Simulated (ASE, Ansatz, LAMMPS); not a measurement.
**Localised basis functions on (8,8) carbon nanotube bundle (192 atoms)**

Wanted: errors and times of a linear-scaling basis for (8,8) carbon nanotube bundle (192 atoms). A setting counts as converged where the r.m.s. difference of forces stays under 1 % of the r.m.s. force.

Calculated with Ansatz 0.2.0; Kohn-Sham DFT, PBE+D4, PAW (set soft_2), plane waves.

### 1. Set-up

The cell holds 192 atoms: 192 C. Cell: a = 14.150 Å, b = 14.150 Å, c = 14.760 Å, α = 90.0°, β = 90.0°, γ = 120.0°. It derives from C (graphene). Graphene sheet (a = 2.46 Å) rolled into a (8,8) tube of diameter 10.85 Å, 6 periods, hexagonal bundle with 3.3 Å between walls; every coordinate displaced by a Gaussian of 0.05 Å.

Limits known from the start: Sampling is at Γ alone, for a cell whose shortest periodic width is 12 Å.

### 2. Plane-wave single point

The first run fixes the reference, at a cutoff of 420 eV.

input.yaml reads:

```yaml
crystal:
  lattice:
    - [14.15015, 0.0, 0.0]
    - [-7.07508, 12.25439, 0.0]
    - [0.0, 0.0, 14.76]
  atoms:
    - { symbol: C, position: [0.41172, 0.06019, 0.08426] }
    - { symbol: C, position: [0.4243, 0.1074, 0.99338] }
    - { symbol: C, position: [0.4503, 0.21972, 0.99839] }
    - { symbol: C, position: [0.43639, 0.26824, 0.07938] }
    - { symbol: C, position: [0.40716, 0.35638, 0.0873] }
    - { symbol: C, position: [0.38262, 0.38454, 0.0019] }
    - { symbol: C, position: [0.31311, 0.4262, 0.00538] }
    - { symbol: C, position: [0.27578, 0.44027, 0.08365] }
    - { symbol: C, position: [0.16488, 0.43807, 0.08817] }
    - { symbol: C, position: [0.11041, 0.42159, 0.16685] }
    - { symbol: C, position: [0.99571, 0.37598, 0.99819] }
    - { symbol: C, position: [0.93787, 0.3487, 0.08548] }
    - { symbol: C, position: [0.82697, 0.27093, 0.08544] }
    - { symbol: C, position: [0.78071, 0.22536, 0.16194] }
    - { symbol: C, position: [0.69472, 0.11884, 0.99756] }
    - { symbol: C, position: [0.647, 0.05858, 0.08366] }
    - { symbol: C, position: [0.58903, 0.93713, 0.08326] }
    - { symbol: C, position: [0.57937, 0.88915, 0.00457] }
    - { symbol: C, position: [0.56578, 0.7803, 0.00405] }
    - { symbol: C, position: [0.56375, 0.73132, 0.08467] }
    - { symbol: C, position: [0.59339, 0.64968, 0.07937] }
    - { symbol: C, position: [0.61664, 0.62049, 0.99731] }
    - { symbol: C, position: [0.69279, 0.58006, 0.17315] }
    - { symbol: C, position: [0.73024, 0.55507, 0.08154] }
    - { symbol: C, position: [0.83472, 0.56346, 0.08477] }
    - { symbol: C, position: [0.89117, 0.57626, 0.00038] }
    - { symbol: C, position: [0.00294, 0.61678, 0.16691] }
    - { symbol: C, position: [0.06196, 0.65593, 0.08348] }
    - { symbol: C, position: [0.17375, 0.73585, 0.0828] }
    - { symbol: C, position: [0.22137, 0.78528, 0.00316] }
    - { symbol: C, position: [0.31256, 0.88861, 0.16431] }
    - { symbol: C, position: [0.35139, 0.94179, 0.08059] }
    [... 154 atom lines left out ...]
    - { symbol: C, position: [0.00347, 0.62288, 0.00229] }
    - { symbol: C, position: [0.06451, 0.65929, 0.91799] }
    - { symbol: C, position: [0.16574, 0.73183, 0.91592] }
    - { symbol: C, position: [0.2156, 0.77649, 0.83251] }
    - { symbol: C, position: [0.32169, 0.88542, 0.99937] }
    - { symbol: C, position: [0.35512, 0.94186, 0.91864] }
kpoints:
  mp_grid: { grid: [1, 1, 1] }
hamiltonian:
  xc: pbe
  dispersion: d4
scf:
  occupations: { method: gaussian, width: 0.025 }
output:
  forces: true
  stress: true
  populations: true
  dos:
    method: { smearing: { sigma: 0.15 } }
    de: 0.1
    projected: { site_lists: { C: [C] } }
  eigenvalues: true
  write_density: true
  write_potential: true
  volumetric_format: npy
```

Command:

```console
> ansatz run input.yaml --threads 8 --pin off --max-ram 15872MiB --backend cpu --events-out ev --progress --plain --runs-dir out
```

Numbers of over 12 decimals in the logs are rounded to 6 here.

Output:

```text
Engine: ansatz 0.2.0, x86_64-unknown-linux-gnu
Pseudopotentials: kind: paw
Pseudopotential: C, paw, valence charge 4, recommended cutoff 420 eV (normal), C.paw.azcp
[... 5 lines on functional and potentials left out ...]
Crystal: 192 atoms, lattice volume = 2559.406 Å³
Basis set: ecut = 420 eV, 49963 PW (Γ), exchange–correlation on 192×192×200 points (8 copies of the dense FFT grid, shifted against one another)
Bands: 576, of which v1, the nominal top of the filled ones, is band 384 counted from 1 (383 counted from 0)
Symmetry: 1 space group operations
Space group: P1 (ITA 1), of the structure as read, at distance tolerance 1.4e-4 Å
k-points: 1
[... 3 lines on functional and potentials left out ...]
Initial density: superposition of atomic densities (neutral atoms: chi_scale 0, normalization atom), corrected by the library's trained network
Initial wavefunctions: pseudopotential atomic-orbital guess
Functional: x = pbe(κ = 0.804, μ = 0.219515), c = pbe(β = 0.066725)
SCF iter   1: F=—  HF=-48156.150727 eV  |F-HF|=—  |Δ(HF+E_count)|=         —  Δρ=4.61e-3  dr2=9.89e-1  ethr=1.77e-3  ⟨swp⟩=7.0  Hψ=2876  notcnv=0  defer=159
preconditioner: auto → Resta (q_TF=auto, 2.232 Å⁻¹)  ε∞=2.8  [insulator: Δε(μ)=0.275 eV  Ē_g=15.030 eV  σ=0.025 eV  W_gap=1.00  n_scr=466 (ndim 8)  ℏωp=20.3 eV  f_vac=0.336  D(μ)=0.00/eV (n_scr^D=0)  ε∞_Penn≈2.8  vacuum switching on, ρ_ref=1.6e-2 e/Å³]
SCF iter   2: F=—  HF=-48156.019960 eV  |F-HF|=—  |Δ(HF+E_count)|=   1.31e-1  Δρ=2.00e-3  dr2=1.07e-1  ethr=1.29e-4  ⟨swp⟩=3.0  Hψ=954  notcnv=0  defer=187
SCF iter   3: F=—  HF=-48156.044832 eV  |F-HF|=—  |Δ(HF+E_count)|=   2.49e-2  Δρ=8.86e-4  dr2=5.10e-2  ethr=1.39e-5  ⟨swp⟩=2.0  Hψ=685  notcnv=0  defer=187
SCF iter   4: F=—  HF=-48156.049791 eV  |F-HF|=—  |Δ(HF+E_count)|=   4.96e-3  Δρ=4.97e-4  dr2=1.98e-2  ethr=6.64e-6  ⟨swp⟩=2.0  Hψ=547  notcnv=0  defer=187
SCF iter   5: F=—  HF=-48156.051788 eV  |F-HF|=—  |Δ(HF+E_count)|=   2.00e-3  Δρ=2.03e-4  dr2=1.25e-3  ethr=2.57e-6  ⟨swp⟩=2.0  Hψ=602  notcnv=0  defer=187
SCF iter   6: F=—  HF=-48156.053073 eV  |F-HF|=—  |Δ(HF+E_count)|=   1.28e-3  Δρ=7.89e-5  dr2=3.35e-4  ethr=1.63e-7  ⟨swp⟩=3.0  Hψ=743  notcnv=0  defer=187
SCF iter   7: F=—  HF=-48156.053103 eV  |F-HF|=—  |Δ(HF+E_count)|=   3.00e-5  Δρ=3.50e-5  dr2=7.21e-5  ethr=4.36e-8  ⟨swp⟩=2.0  Hψ=588  notcnv=0  defer=187
SCF iter   8: F=—  HF=-48156.053887 eV  |F-HF|=—  |Δ(HF+E_count)|=   7.84e-4  Δρ=1.75e-5  dr2=1.80e-5  ethr=9.38e-9  ⟨swp⟩=2.0  Hψ=869  notcnv=0  defer=187
SCF iter   9: F=—  HF=-48156.053898 eV  |F-HF|=—  |Δ(HF+E_count)|=   1.14e-5  Δρ=6.46e-6  dr2=1.55e-6  ethr=2.34e-9  ⟨swp⟩=2.0  Hψ=588  notcnv=0  defer=187
SCF iter  10: F=—  HF=-48156.053900 eV  |F-HF|=—  |Δ(HF+E_count)|=   1.75e-6  Δρ=2.97e-6  dr2=5.17e-7  ethr=2.01e-10  ⟨swp⟩=2.0  Hψ=618  notcnv=0  defer=187
SCF iter  11: F=-48156.053900 eV  HF=-48156.053900 eV  |F-HF|=6.94e-9  |Δ(HF+E_count)|=   1.74e-7  Δρ=1.40e-6  dr2=4.81e-8  ethr=1.30e-11  ⟨swp⟩=34.0  Hψ=6573  notcnv=0
SCF 1 converged in 11 iterations: F = -48156.053900 eV  dr2 = 4.81e-8
  greatest PAW one-centre occupation: 0.722 electrons in one spin orbital (limit 2), on the C atom at site 112 (counted from 0), in its partial waves of l = 0
WARN: The output density's exchange-correlation potential varies sharply where the density is thin. Do not read a vacuum level from v_tot or v_xc, or from such a field of the output density. On a cell that repeats whose density bears no net charge and no dipole along the vacuum's axis use v_es (v_loc + v_h of the components); [...]
SCF converged after 11 iterations
Free energy (F): -48156.053900 eV
Harris-Foulkes:  -48156.053900 eV  (|F-HF|=6.94e-9)
Internal energy: -48156.053900 eV  (E = F + TS)
E sigma→0 (E₀):  -48156.053900 eV
Fermi energy:    3.227374 eV
--- Per-component energies (eV) ---
  E_band       = -4560.383812
  E_kinetic    = 17568.154442
  E_local      = -80934.851381  (includes V_loc(G=0)·N_el)
  E_nonlocal   = 5290.437960
  E_hartree    = 33136.499752
  E_xc         = -9236.787422
  E_vxc        = -11435.969039  (∫ρ·V_xc dr)
  E_paw        = -19086.459947  (= ΣΔE_a)
  E_vpaw       = -1321.124657  (= ΣTr[D̂ρ^β])
  E_aug_tail   = 0.001560  (compensation charges beyond the density's cutoff)
  E_ewald      = 5132.800420
  E_disp       = -25.849284  (pairwise vdW)
  E_smearing   = -0.000000  (= −TS)
  E_closure    = -0.000000  (closes the sum)
  Σ components = -48156.053900   (vs F -48156.053900, Δ=0.00e0)
--- Forces (eV/Å), atoms counted from 1 ---
  atom   1  C      0.12655427    -2.99920580    -1.72925247
  atom   2  C     -0.62752163     7.23243728     9.98485732
  atom   3  C     -3.16120406     3.30029861    -0.20054498
  atom   4  C      1.01264872    -0.57269030     1.58112043
  atom   5  C      3.75572054    -3.12579609    -3.02865695
  atom   6  C      1.13471965    -0.75008076     0.41609689
  atom   7  C     -1.28466566     0.49204600    -6.31031404
  atom   8  C     -4.51782243     0.38173745     3.34466094
  atom   9  C      4.50021819     0.45874774    -2.47200228
  atom  10  C     -0.12232157     1.15738532     3.06089785
  atom  11  C      1.33337773     2.21478648     3.48915735
  atom  12  C      1.69280141     1.98799449    -1.44568460
  atom  13  C      1.05029612     1.14791338    -2.31771559
  atom  14  C     -0.71805573    -2.13001362     7.65902250
[...]
atom 191  C     -1.81390924    -1.14482179     0.30840127
  atom 192  C     -0.21633853     2.71067529    -2.33843929
  max |Σ_I F_I| component: 4.16e-5 eV/Å
--- Stress (GPa, compression-positive) ---
        3.779209       1.034679       0.694974
        1.034679       4.753370      -0.333735
        0.694975      -0.333736       6.635707
  P = ⅓ Tr σ = 5.0561 GPa (50.561 kbar)
--- Band table (eV) ---
  k-point 0: bands = ["-16.5661", "-16.4450", "-16.3834", "-16.2097", [... 560 levels ...], "11.6180", "11.6436", "11.6547", "11.7089", "11.7228", "11.7593", "11.8250", "11.8824", "11.9164", "11.9460", "11.9701", "11.9990"]
--- Löwdin populations: 192 sites ---
  site symbol       q [e]
     0      C      3.9573
     1      C      3.9563
     2      C      3.9616
[...]
191      C      3.9573
  spilling = 0.010258 (of n_electrons = 768.000000)
```

Elapsed: 15 s, on 8 threads of AMD EPYC 9R45, shared host; peak memory 3.9 GiB; 1.9 min of CPU time.

The column dr2 measures how far the density is from self-consistency, as an energy; F and HF (Harris–Foulkes) agree once it is small.

The program notes that the exchange-correlation potential is rough where the density is thin.

Read from the output:

```
free energy                : -48156.0539 eV
free energy per atom       : -250.8128 eV/atom
SCF cycles                 : 11
pressure                   : 5.056 GPa
r.m.s. force component     : 3.341 eV/Å
longest force              : 19.86 eV/Å
Fermi energy               : 3.227 eV
spilling of the projection : 0.01026
```

Length of the force by element:

```tsv
element	coordination	atoms	mean length of the force (eV/Å)	spread	least	most
C	all	192	4.92	3.05	0.777	19.9
```

The mean of these charges, 0.041 e, is only the charge that the projection spills.

Löwdin charges by element (they lack the spilled electrons, 0.041 e an atom on average):

```tsv
element	coordination	atoms	mean charge (e)	spread	least	most
C	all	192	0.041	0.0075	0.0192	0.0597
```

States in the cell by windows of 1 eV, zero at the Fermi level; the larger projections on atomic orbitals stand beside the total:

```tsv
from (eV)	to (eV)	total	C p	C s
-14	-13	22.0	12.9	8.8
-13	-12	33.4	21.7	11.4
-12	-11	33.4	22.8	10.3
-11	-10	35.9	27.3	8.2
-10	-9	28.7	23.0	5.5
-9	-8	47.9	41.4	6.0
-8	-7	67.5	61.4	5.1
-7	-6	69.5	65.9	2.9
-6	-5	72.4	69.2	2.6
-5	-4	53.1	51.3	1.5
-4	-3	47.5	46.6	0.7
-3	-2	53.9	53.4	0.4
-2	-1	15.9	15.7	0.1
-1	0	10.7	10.6	0.0
0	1	8.6	8.4	0.0
1	2	32.8	31.2	0.4
2	3	33.1	30.4	0.4
3	4	30.1	23.5	0.5
4	5	40.4	18.3	1.1
```

Between -21 and -14 eV lie 176 more states.

The levels nearest the highest filled one (over half full), pooled over k-points and spins:

```tsv
level less the highest filled one (eV)	occupation
-0.863	2
-0.718	2
-0.673	2
-0.549	2
-0.109	2
0	2
0.275	0
0.372	0
0.945	0
1.01	0
1.17	0
1.38	0
```

Electrostatic potential energy in the ca plane at fractional y = 0.429, with atoms of C within 0.2 Å of it. With pseudopotentials it is smooth inside the atoms' cores, unlike the true potential.

Ten even steps from '0' (-59 eV) to '9' (7 eV), each cell a mean:
```
999999888999998999999999999889999999999999
999999999999999999999999999999999999999999
999999999999999999999999999999999999999999
999999999999999999999999999999999999999999
999999999999999999999999999999999999999999
999999999999999999999999999999999999999999
999999999999999999999999999999999999999999
999999999999999999999999999999999999999999
999999999999999999999999999999999999999999
999999999999999999999999999999999999999999
999999999999999999999999999999999999999999
999999999999999999999999999999999999999999
999999999999999999999999999999999999999999
689998878999976788888789999878999987899997
578998767999876789987789998767999876799986
358887435898733689985468997546899743689985
025455103655500476761026665003545500376772
673016777301677720267674004667201676730167
997668998645899852479987447898756899862479
885116888401688840158874127888411688851168
134224324523631463464134246302422642342253
137886204888720388883027887313788730278873
789998767999877899987789998778999876789998
789998546899876799986689998657999865789987
```
Columns run along c (14.8 Å; values clipped at the 3rd and 97th percentile), rows up along a (14.2 Å). Atoms in or near the plane, at fractional coordinates: C at (0.01, 0.31), C at (0.08, 0.28), C at (0.09, 0.16), C at (0.17, 0.11), C at (0.17, 0.32), C at (0.25, 0.27), C at (0.25, 0.17), C at (0.34, 0.12), C at (0.33, 0.32), C at (0.41, 0.26), C at (0.42, 0.17), C at (0.51, 0.12), C at (0.50, 0.31), C at (0.59, 0.26) and more.

Valence density in the ca plane at fractional y = 0.429, with atoms of C within 0.2 Å of it. It is the smooth field of the valence electrons, not physical close to the nuclei.

Ten even steps from '0' (0.0 e/Å³) to '9' (2.3 e/Å³), each cell a mean:
```
111111121111111111111110011111111111111111
000000000000000000000000000000000000000000
000000000000000000000000000000000000000000
000000000000000000000000000000000000000000
000000000000000000000000000000000000000000
000000000000000000000000000000000000000000
000000000000000000000000000000000000000000
000000000000000000000000000000000000000000
000000000000000000000000000000000000000000
000000000000000000000000000000000000000000
000000000000000000000000000000000000000000
000000000000000000000000000000000000000000
000110000111011111110000000000000000000000
322112232111123321122221011222111122211112
531001353100145310113421001343100145310024
752113675211367410125642113574211367410125
787667878655777754457775457888656787753357
357775435777533577754456787545777544577754
013552101476211259731014873111465210259731
235764223677422368752236774223676422368752
788778877766776776666788766778876666887777
763224775312367631136763213576322368742236
531002463100245310024531001453100256410013
321012443111133211123321012343111233311112
```
Columns run along c (14.8 Å), rows up along a (14.2 Å). Atoms in or near the plane, at fractional coordinates: C at (0.01, 0.31), C at (0.08, 0.28), C at (0.09, 0.16), C at (0.17, 0.11), C at (0.17, 0.32), C at (0.25, 0.27), C at (0.25, 0.17), C at (0.34, 0.12), C at (0.33, 0.32), C at (0.41, 0.26), C at (0.42, 0.17), C at (0.51, 0.12), C at (0.50, 0.31), C at (0.59, 0.26) and more.

Löwdin charges run from +0.02 to +0.06 e, about a mean that is the spilled charge alone. Within 0.4 eV of the Fermi level the largest share is C p (100 % of the projected weight).

### 3. Distances and neighbours

These statistics describe the geometry on which the runs were made.

Density 1.50 g/cm³, 13.33 Å³ an atom.

Pair distribution function in bins of 0.2 Å:

```tsv
r (Å)	total
1.10	0.04
1.30	3.07
1.50	4.74
1.70	0.08
1.90	0.00
2.10	0.00
2.30	1.38
2.50	3.81
2.70	0.88
2.90	1.19
3.10	0.03
3.30	0.08
3.50	0.21
3.70	2.29
3.90	0.70
4.10	1.06
4.30	1.42
4.50	0.64
4.70	0.87
4.90	1.56
5.10	1.40
5.30	0.73
5.50	0.77
5.70	0.89
5.90	0.67
6.10	1.26
6.30	1.07
6.50	1.46
```

Bonds by pair of elements; cutoffs follow the first minimum of g(r), held within bounds set by covalent radii, and pairs that aren't listed don't count as bonded:

```tsv
pair A-B	cutoff (Å)	bonds	mean length (Å)	spread (Å)	shortest (Å)	B about A	A about B
C-C	1.85	288	1.42	0.073	1.19	3	3
```

How many atoms have how many bonded neighbours:

```tsv
element	mean	3
C	3	192
```

Bond angles (no mean is given where the spread exceeds 20°):

```tsv
angle	count	mean (°)	spread (°)
C-C-C	576	119	4.6
```

Rings of the network by King's shortest-path rule, up to 12 atoms, one path for each pair of neighbours; H, halogens, alkali and alkaline-earth atoms are left out, and the last column divides by all other atoms, bonded or not:

```tsv
ring size (atoms)	rings	per network atom
6	96	0.5
```

By these cutoffs all C atoms have 3 bonded neighbours. The C-C-C angle averages 119° with a spread of 5°. All rings counted have 6 atoms.

(Continued in part 2 of 2.)

[Logs are printed without paths, hosts, clocks, repeated set-up lines and the standing remarks that a program may print on its own settings, such as how far it seeks lower states.]

[Hosts, paths, dates, database ids (printed as entryN), source tags and the programs' standing remarks are cut or masked in the printed files.]
